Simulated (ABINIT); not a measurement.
# Ca2FeH6 (Fm-3m): a self-consistent loop beyond G0W0, cycle by cycle, part 2 of 3

How far does self-consistency move the gap of Ca2FeH6 (Fm-3m)?

ABINIT 10.8.3; LDA and many-body steps on it, plane waves. Known limits of the many-body steps: not at the basis limit; no spin polarisation; d states lean on the start; coarse k mesh.

So far. Step 5 (evGW0, cycle 1): Against G0W0 in ABINIT (2×2×2 mesh, 77 bands, screening to 106.1 eV, Godby-Needs plasmon pole), the gap moves by +0.281 eV. This first cycle still uses the starting levels; it takes the full correction, at all points of the mesh, and its linearised value is 2.356 eV. Step 6 (evGW0, cycle 2): Against the cycle before, the gap moves by −0.182 eV.

### 7. evGW0, cycle 3

Level of this step: evGW0 on LDA, plane waves, norm-conserving pseudopotentials (ABINIT).

Input file run.abi:

```
acell 3*1.0 Angstrom
rprim 
  0.000000000000 3.496077550000 3.496077550000
  3.496077550000 0.000000000000 3.496077550000
  3.496077550000 3.496077550000 0.000000000000
ntypat 3
znucl 20 26 1
natom 9
typat 1 1 2 3 3 3 3 3 3
xred 
  0.250000000000 0.250000000000 0.250000000000
  0.750000000000 0.750000000000 0.750000000000
  0.000000000000 0.000000000000 0.000000000000
  0.771967350000 0.228032650000 0.228032650000
  0.228032650000 0.771967350000 0.771967350000
  0.228032650000 0.771967350000 0.228032650000
  0.771967350000 0.228032650000 0.771967350000
  0.228032650000 0.228032650000 0.771967350000
  0.771967350000 0.771967350000 0.228032650000
pp_dirpath "pseudos"
pseudos "Ca.upf, Fe.upf, H.upf"
ecut 39
ngkpt 2 2 2
nshiftk 1
shiftk 0 0 0
kptopt 1
chksymbreak 0
istwfk *1
occopt 1
irdwfk 1
optdriver 4
nband 77
gwcalctyp 10
ecutsigx 39
symsigma 1
nkptgw 3
kptgw 
  0.0000000000 0.0000000000 0.0000000000
  0.5000000000 0.0000000000 0.0000000000
  0.5000000000 0.5000000000 0.0000000000
bdgw 
  13 27
  13 27
  13 27
ecuteps 3.9
irdscr 1
ppmodel 1
irdqps 1
indata_prefix "in"
outdata_prefix "out"
tmpdata_prefix "tmp"
```

Started as:

```
$ OMP_NUM_THREADS=1 mpirun -n 4 abinit run.abi > log
```

What it wrote:

```text
.Version 10.8.3 of ABINIT. v10.8.2 released Aug 2026.

 Symmetries : space group Fm -3 m (#225); Bravais cF (face-center cubic)
[... echo of the input left out ...]
== DATASET  1 ==================================================================
-   mpi_nproc: 4, omp_nthreads: 1 (-1 if OMP is not activated)

--- !DatasetInfo
iteration_state: {dtset: 1, }
dimensions: {natom: 9, nkpt: 3, mband: 77, nsppol: 1, nspinor: 1, nspden: 1, mpw: 6754, }
cutoff_energies: {ecut:  39.0, pawecutdg:  -1.0, }
[...]
Convergence of QP corrections
 >>>>> For spin  1 <<<<<
.  kptgw no:  1; Maximum DeltaE = (  -0.004  -0.000) for band index: 15
.  kptgw no:  2; Maximum DeltaE = (  -0.001   0.012) for band index: 13
.  kptgw no:  3; Maximum DeltaE = (   0.026  -0.000) for band index: 12

== END DATASET(S) ==============================================================
================================================================================

 -outvars: echo values of variables after computation  --------
           etotal      0.0000000000E+00
            nband          77
             nkpt           3
          spgroup         225
 [... the other variables as echoed above ...]

 Calculation completed.
```

It took 10 s on 4 MPI ranks of Arm Neoverse V2, shared host; peak memory 1.2 GiB; 41 s of CPU time.

Numbers from this step:

- quasiparticle gap on the points computed: 2.473 eV
- gap of the density functional on the mesh: 1.215 eV
- k of the valence top: 0.5, 0.5, 0
- k of the conduction bottom: 0.5, 0.5, 0
- least direct quasiparticle gap on the computed points: 2.473 eV

Against the cycle before, the gap moves by +0.018 eV.

### 8. evGW0, cycle 4

run.abi is that of step 7.

What it wrote:

```text
.Version 10.8.3 of ABINIT. v10.8.2 released Aug 2026.

 Symmetries : space group Fm -3 m (#225); Bravais cF (face-center cubic)
[... echo of the input left out ...]
== DATASET  1 ==================================================================
-   mpi_nproc: 4, omp_nthreads: 1 (-1 if OMP is not activated)

--- !DatasetInfo
iteration_state: {dtset: 1, }
dimensions: {natom: 9, nkpt: 3, mband: 77, nsppol: 1, nspinor: 1, nspden: 1, mpw: 6754, }
cutoff_energies: {ecut:  39.0, pawecutdg:  -1.0, }
[...]
Convergence of QP corrections
 >>>>> For spin  1 <<<<<
.  kptgw no:  1; Maximum DeltaE = (  -0.000  -0.001) for band index: 15
.  kptgw no:  2; Maximum DeltaE = (  -0.000  -0.001) for band index:  1
.  kptgw no:  3; Maximum DeltaE = (   0.000  -0.003) for band index:  3

== END DATASET(S) ==============================================================
================================================================================

 -outvars: echo values of variables after computation  --------
           etotal      0.0000000000E+00
            nband          77
             nkpt           3
          spgroup         225
 [... the other variables as echoed above ...]

 Calculation completed.
```

Wall time 10 s (4 MPI ranks); peak memory 1.3 GiB.

This step gave:

```yaml
quasiparticle_gap_on_the_points_computed: 2.472 eV
gap_of_the_density_functional_on_the_mesh: 1.215 eV
k_of_the_valence_top: 0.5, 0.5, 0
k_of_the_conduction_bottom: 0.5, 0.5, 0
least_direct_quasiparticle_gap_on_the_computed_points: 2.472 eV
```

Against the cycle before, the gap moves by −0.001 eV.

### 9. Screening, 2×2×2 mesh, 77 bands, screening to 106.1 eV

This step: RPA screening on LDA, plane waves, norm-conserving pseudopotentials.

run.abi, as its differences from that of step 8:

```diff
@@ -30,20 +30,13 @@
 irdwfk 1
-optdriver 4
+optdriver 3
 nband 77
+ecuteps 3.9
+inclvkb 2
+awtr 1
+symchi 1
 gwcalctyp 10
-ecutsigx 39
-symsigma 1
-nkptgw 3
-kptgw 
-  0.0000000000 0.0000000000 0.0000000000
-  0.5000000000 0.0000000000 0.0000000000
-  0.5000000000 0.5000000000 0.0000000000
-bdgw 
-  13 27
-  13 27
-  13 27
-ecuteps 3.9
-irdscr 1
-ppmodel 1
-irdqps 1
+mbpt_sciss 1.408 eV
+nqptdm 1
+qptdm 
+  0 0 0
 indata_prefix "in"
```

What it wrote:

```text
.Version 10.8.3 of ABINIT. v10.8.2 released Aug 2026.

 Symmetries : space group Fm -3 m (#225); Bravais cF (face-center cubic)
[... echo of the input left out ...]
== DATASET  1 ==================================================================
-   mpi_nproc: 4, omp_nthreads: 1 (-1 if OMP is not activated)

--- !DatasetInfo
iteration_state: {dtset: 1, }
dimensions: {natom: 9, nkpt: 3, mband: 77, nsppol: 1, nspinor: 1, nspden: 1, mpw: 6754, }
cutoff_energies: {ecut:  39.0, pawecutdg:  -1.0, }
electrons: {nelect:   4.20000000E+01, charge:   0.00000000E+00, occopt:   1.00000000E+00, tsmear:   1.00000000E-02, }

 SCREENING: Calculation of the susceptibility and dielectric matrices

 Based on a program developped by R.W. Godby, V. Olevano, G. Onida, and L. Reining.
 Incorporated in ABINIT by V. Olevano, G.-M. Rignanese, and M. Torrent.
.Using double precision arithmetic ; gwpc =  8

[... cell and pseudopotentials left out ...]
--------------------------------------------------------------------------------

 ==== K-mesh for the wavefunctions ====
 Number of points in the irreducible wedge :     3
[... list of points left out ...]
 Together with 48 symmetry operations and time-reversal symmetry
 yields     8 points in the full Brillouin Zone.

 ==== Q-mesh for the screening function ====
 Number of points in the irreducible wedge :     3
[... list of points left out ...]
 Together with 48 symmetry operations and time-reversal symmetry
 yields     8 points in the full Brillouin Zone.

 setmesh: FFT mesh size selected  =    36x   36x   36
          total number of points  =        46656

 vcoul_init : cutoff-mode = AUXILIARY_FUNCTION
 q-points for optical limit:   1
     1)      0.000010    0.000020    0.000030

 Dielectric matrix will be calculated only for some
 selected q points provided by the user through the input variables
 nqptdm and qptdm

- screening: taking advantage of time-reversal symmetry
- Maximum band index for partially occupied states nbvw = 21
- Remaining bands to be divided among processors   nbcw = 56
- Number of bands treated by each node ~14

 rdqps: reading QP wavefunctions of the previous step
        looking for file in_QPS
 file not found, 1st iteration initialized with KS eigenelements

 screening : performing a first self-consistency
 update of the energies in W by a scissor operator
 applying a scissor operator of [eV] :   1.408

 Number of electrons calculated from density =   42.0000; Expected =   42.0000
 average of density, n =  0.072825
 r_s =    1.4855
 omega_plasma =   26.0313 [eV]

 calculating chi0 at frequencies [eV] :
  1    0.000000E+00    0.000000E+00
  2    0.000000E+00    2.603127E+01

--------------------------------------------------------------------------------
  q-point number  1        q = ( 0.000000, 0.000000, 0.000000) [r.l.u.]
--------------------------------------------------------------------------------
[... chi0 elements left out ...]
 For q-point:  0.000010 0.000020 0.000030
  dielectric constant =   4.3541
  dielectric constant without local fields =   4.9767

  Average fulfillment of the sum rule on Im[epsilon] for q-point    1 :     47.92  [%]
[... wings left out ...]
== END DATASET(S) ==============================================================
================================================================================

 -outvars: echo values of variables after computation  --------
           etotal      0.0000000000E+00
            nband          77
             nkpt           3
          spgroup         225
 [... the other variables as echoed above ...]

 Calculation completed.
```

Elapsed: 6.9 s, on 4 MPI ranks; peak memory 0.94 GiB; 27 s of CPU time.

Numbers from this step:

* ε∞ with local fields, on this mesh, along the program's q direction: 4.354
* the same without local fields: 4.977
* plasma frequency: 26.03 eV
* plane waves in the screening matrix: 181

This screening uses the functional's bands under a rigid shift, the mean opening of the cycle before.

### 10. Screening, 2×2×2 mesh, 77 bands, screening to 106.1 eV

This step: RPA screening on LDA from quasiparticle energies, plane waves, norm-conserving pseudopotentials.

run.abi, as its differences from that of step 9:

```diff
@@ -36,7 +36,8 @@
 symchi 1
+irdqps 1
 gwcalctyp 10
-mbpt_sciss 1.408 eV
-nqptdm 1
+nqptdm 2
 qptdm 
-  0 0 0
+  0.5000000000 0.0000000000 0.0000000000
+  0.5000000000 0.5000000000 0.0000000000
 indata_prefix "in"
```

Input file mrgscr.stdin:

```
2
merged
q0_SCR
out_SCR
1
```

Started as:

```
$ OMP_NUM_THREADS=1 mpirun -n 4 abinit run.abi > log; mrgscr < mrgscr.stdin
```

What it wrote:

```text
.Version 10.8.3 of ABINIT. v10.8.2 released Aug 2026.

 Symmetries : space group Fm -3 m (#225); Bravais cF (face-center cubic)
[... echo of the input left out ...]
== DATASET  1 ==================================================================
-   mpi_nproc: 4, omp_nthreads: 1 (-1 if OMP is not activated)

--- !DatasetInfo
iteration_state: {dtset: 1, }
dimensions: {natom: 9, nkpt: 3, mband: 77, nsppol: 1, nspinor: 1, nspden: 1, mpw: 6754, }
cutoff_energies: {ecut:  39.0, pawecutdg:  -1.0, }
[...]
q-point number  2        q = ( 0.500000, 0.500000, 0.000000) [r.l.u.]
--------------------------------------------------------------------------------
[... chi0 elements left out ...]
  Average fulfillment of the sum rule on Im[epsilon] for q-point    3 :     52.45  [%]

== END DATASET(S) ==============================================================
================================================================================

 -outvars: echo values of variables after computation  --------
           etotal      0.0000000000E+00
            nband          77
             nkpt           3
          spgroup         225
 [... the other variables as echoed above ...]

 Calculation completed.
```

Wall time 4 s (4 MPI ranks); peak memory 0.64 GiB.

Numbers from this step:

```
plasma frequency                    : 26.03 eV
plane waves in the screening matrix : 181
```

This screening reads the quasiparticle levels of the cycle before.

### 11. evGW, cycle 1

This step: evGW on LDA, plane waves, norm-conserving pseudopotentials.

run.abi, as its differences from that of step 10:

```diff
@@ -30,14 +30,20 @@
 irdwfk 1
-optdriver 3
+optdriver 4
 nband 77
-ecuteps 3.9
-inclvkb 2
-awtr 1
-symchi 1
-irdqps 1
 gwcalctyp 10
-nqptdm 2
-qptdm 
+ecutsigx 39
+symsigma 1
+nkptgw 3
+kptgw 
+  0.0000000000 0.0000000000 0.0000000000
   0.5000000000 0.0000000000 0.0000000000
   0.5000000000 0.5000000000 0.0000000000
+bdgw 
+  13 27
+  13 27
+  13 27
+ecuteps 3.9
+irdscr 1
+ppmodel 1
+irdqps 1
 indata_prefix "in"
```

Started as:

```
$ OMP_NUM_THREADS=1 mpirun -n 4 abinit run.abi > log
```

What it wrote:

```text
.Version 10.8.3 of ABINIT. v10.8.2 released Aug 2026.

 Symmetries : space group Fm -3 m (#225); Bravais cF (face-center cubic)
[... echo of the input left out ...]
== DATASET  1 ==================================================================
-   mpi_nproc: 4, omp_nthreads: 1 (-1 if OMP is not activated)

--- !DatasetInfo
iteration_state: {dtset: 1, }
dimensions: {natom: 9, nkpt: 3, mband: 77, nsppol: 1, nspinor: 1, nspden: 1, mpw: 6754, }
cutoff_energies: {ecut:  39.0, pawecutdg:  -1.0, }
[...]
Convergence of QP corrections
 >>>>> For spin  1 <<<<<
.  kptgw no:  1; Maximum DeltaE = (   0.000   0.000) for band index:  1
.  kptgw no:  2; Maximum DeltaE = (  -0.098  -0.000) for band index:  1
.  kptgw no:  3; Maximum DeltaE = (  -0.087  -0.000) for band index:  3

== END DATASET(S) ==============================================================
================================================================================

 -outvars: echo values of variables after computation  --------
           etotal      0.0000000000E+00
            nband          77
             nkpt           3
          spgroup         225
 [... the other variables as echoed above ...]

 Calculation completed.
```

It took 10 s on 4 MPI ranks; peak memory 1.2 GiB.

This step gave:

```yaml
quasiparticle_gap_on_the_points_computed: 2.749 eV
gap_of_the_density_functional_on_the_mesh: 1.215 eV
k_of_the_valence_top: 0.5, 0.5, 0
k_of_the_conduction_bottom: 0.5, 0.5, 0
least_direct_quasiparticle_gap_on_the_computed_points: 2.749 eV
```

Against G0W0 in ABINIT (2×2×2 mesh, 77 bands, screening to 106.1 eV, Godby-Needs plasmon pole), the gap moves by +0.393 eV.

### 12. Screening, 2×2×2 mesh, 77 bands, screening to 106.1 eV

This step: RPA screening on LDA, plane waves, norm-conserving pseudopotentials.

run.abi, as its differences from that of step 11:

```diff
@@ -30,20 +30,13 @@
 irdwfk 1
-optdriver 4
+optdriver 3
 nband 77
+ecuteps 3.9
+inclvkb 2
+awtr 1
+symchi 1
 gwcalctyp 10
-ecutsigx 39
-symsigma 1
-nkptgw 3
-kptgw 
-  0.0000000000 0.0000000000 0.0000000000
-  0.5000000000 0.0000000000 0.0000000000
-  0.5000000000 0.5000000000 0.0000000000
-bdgw 
-  13 27
-  13 27
-  13 27
-ecuteps 3.9
-irdscr 1
-ppmodel 1
-irdqps 1
+mbpt_sciss 1.711 eV
+nqptdm 1
+qptdm 
+  0 0 0
 indata_prefix "in"
```

What it wrote:

```text
.Version 10.8.3 of ABINIT. v10.8.2 released Aug 2026.

 Symmetries : space group Fm -3 m (#225); Bravais cF (face-center cubic)
[... echo of the input left out ...]
== DATASET  1 ==================================================================
-   mpi_nproc: 4, omp_nthreads: 1 (-1 if OMP is not activated)

--- !DatasetInfo
iteration_state: {dtset: 1, }
dimensions: {natom: 9, nkpt: 3, mband: 77, nsppol: 1, nspinor: 1, nspden: 1, mpw: 6754, }
cutoff_energies: {ecut:  39.0, pawecutdg:  -1.0, }
[...]
[... chi0 elements left out ...]
 For q-point:  0.000010 0.000020 0.000030
  dielectric constant =   4.2380
  dielectric constant without local fields =   4.8248

  Average fulfillment of the sum rule on Im[epsilon] for q-point    1 :     48.54  [%]
[... wings left out ...]
== END DATASET(S) ==============================================================
================================================================================

 -outvars: echo values of variables after computation  --------
           etotal      0.0000000000E+00
            nband          77
             nkpt           3
          spgroup         225
 [... the other variables as echoed above ...]

 Calculation completed.
```

It took 6.8 s on 4 MPI ranks; peak memory 0.94 GiB.

This step gave:

```
ε∞ with local fields, on this mesh, along the program's q direction : 4.238
the same without local fields                                       : 4.825
plasma frequency                                                    : 26.03 eV
plane waves in the screening matrix                                 : 181
```

This screening uses the functional's bands under a rigid shift, the mean opening of the cycle before.

### 13. Screening, 2×2×2 mesh, 77 bands, screening to 106.1 eV

This step: RPA screening on LDA from quasiparticle energies, plane waves, norm-conserving pseudopotentials.

run.abi, as its differences from that of step 12:

```diff
@@ -36,7 +36,8 @@
 symchi 1
+irdqps 1
 gwcalctyp 10
-mbpt_sciss 1.711 eV
-nqptdm 1
+nqptdm 2
 qptdm 
-  0 0 0
+  0.5000000000 0.0000000000 0.0000000000
+  0.5000000000 0.5000000000 0.0000000000
 indata_prefix "in"
```

mrgscr.stdin is that of step 10.

Started as:

```
$ OMP_NUM_THREADS=1 mpirun -n 4 abinit run.abi > log; mrgscr < mrgscr.stdin
```

What it wrote:

```text
.Version 10.8.3 of ABINIT. v10.8.2 released Aug 2026.

 Symmetries : space group Fm -3 m (#225); Bravais cF (face-center cubic)
[... echo of the input left out ...]
== DATASET  1 ==================================================================
-   mpi_nproc: 4, omp_nthreads: 1 (-1 if OMP is not activated)

--- !DatasetInfo
iteration_state: {dtset: 1, }
dimensions: {natom: 9, nkpt: 3, mband: 77, nsppol: 1, nspinor: 1, nspden: 1, mpw: 6754, }
cutoff_energies: {ecut:  39.0, pawecutdg:  -1.0, }
[...]
q-point number  2        q = ( 0.500000, 0.500000, 0.000000) [r.l.u.]
--------------------------------------------------------------------------------
[... chi0 elements left out ...]
  Average fulfillment of the sum rule on Im[epsilon] for q-point    3 :     52.85  [%]

== END DATASET(S) ==============================================================
================================================================================

 -outvars: echo values of variables after computation  --------
           etotal      0.0000000000E+00
            nband          77
             nkpt           3
          spgroup         225
 [... the other variables as echoed above ...]

 Calculation completed.
```

It took 3.9 s on 4 MPI ranks; peak memory 0.7 GiB.

Numbers from this step:

| Property | Result |
| --- | --- |
| plasma frequency | 26.03 eV |
| plane waves in the screening matrix | 181 |

This screening reads the quasiparticle levels of the cycle before.

### 14. evGW, cycle 2

This step: evGW on LDA, plane waves, norm-conserving pseudopotentials.

run.abi, as its differences from that of step 13:

```diff
@@ -30,14 +30,20 @@
 irdwfk 1
-optdriver 3
+optdriver 4
 nband 77
-ecuteps 3.9
-inclvkb 2
-awtr 1
-symchi 1
-irdqps 1
 gwcalctyp 10
-nqptdm 2
-qptdm 
+ecutsigx 39
+symsigma 1
+nkptgw 3
+kptgw 
+  0.0000000000 0.0000000000 0.0000000000
   0.5000000000 0.0000000000 0.0000000000
   0.5000000000 0.5000000000 0.0000000000
+bdgw 
+  13 27
+  13 27
+  13 27
+ecuteps 3.9
+irdscr 1
+ppmodel 1
+irdqps 1
 indata_prefix "in"
```

Started as:

```
$ OMP_NUM_THREADS=1 mpirun -n 4 abinit run.abi > log
```

What it wrote:

```text
.Version 10.8.3 of ABINIT. v10.8.2 released Aug 2026.

 Symmetries : space group Fm -3 m (#225); Bravais cF (face-center cubic)
[... echo of the input left out ...]
== DATASET  1 ==================================================================
-   mpi_nproc: 4, omp_nthreads: 1 (-1 if OMP is not activated)

--- !DatasetInfo
iteration_state: {dtset: 1, }
dimensions: {natom: 9, nkpt: 3, mband: 77, nsppol: 1, nspinor: 1, nspden: 1, mpw: 6754, }
cutoff_energies: {ecut:  39.0, pawecutdg:  -1.0, }
[...]
Convergence of QP corrections
 >>>>> For spin  1 <<<<<
.  kptgw no:  1; Maximum DeltaE = (   0.000   0.000) for band index:  1
.  kptgw no:  2; Maximum DeltaE = (  -0.011   0.001) for band index:  2
.  kptgw no:  3; Maximum DeltaE = (  -0.012   0.001) for band index:  1

== END DATASET(S) ==============================================================
================================================================================

 -outvars: echo values of variables after computation  --------
           etotal      0.0000000000E+00
            nband          77
             nkpt           3
          spgroup         225
 [... the other variables as echoed above ...]

 Calculation completed.
```

It took 10 s on 4 MPI ranks; peak memory 1.2 GiB; 41 s of CPU time.

This step gave:

* quasiparticle gap on the points computed: 2.782 eV
* gap of the density functional on the mesh: 1.215 eV
* k of the valence top: 0.5, 0.5, 0
* k of the conduction bottom: 0.5, 0.5, 0
* least direct quasiparticle gap on the computed points: 2.782 eV

Against the cycle before, the gap moves by +0.033 eV.

[end of part 2 of 3]

[Paths, hosts, dates, memory and timing lines, banners, echoed tables and standing remarks are left out of the program output.]

[Logs are printed without paths, hosts, clocks, repeated set-up lines and the standing remarks that a program may print on its own settings, such as how far it seeks lower states.]

[Runs of the session that timed out or met a known fault of the program may be left out.]

[No measured gap is set beside runs whose start may be inverted or whose files or cutoffs have a known fault.]

[Loops that did not settle are left out.]

[Hosts, paths, dates, database ids (printed as entryN), source tags and the programs' standing remarks are cut or masked in the printed files.]

[G0W0 gaps are taken among the corrected bands and points alone; a level outside them can change the order at an edge.]

[Where Ansatz stands beside ABINIT at settings called matched, ABINIT's density can come from a denser mesh and the files from another edition; pairs whose starting gaps differed by over 0.03 eV were left out, so agreement reads better than it is.]
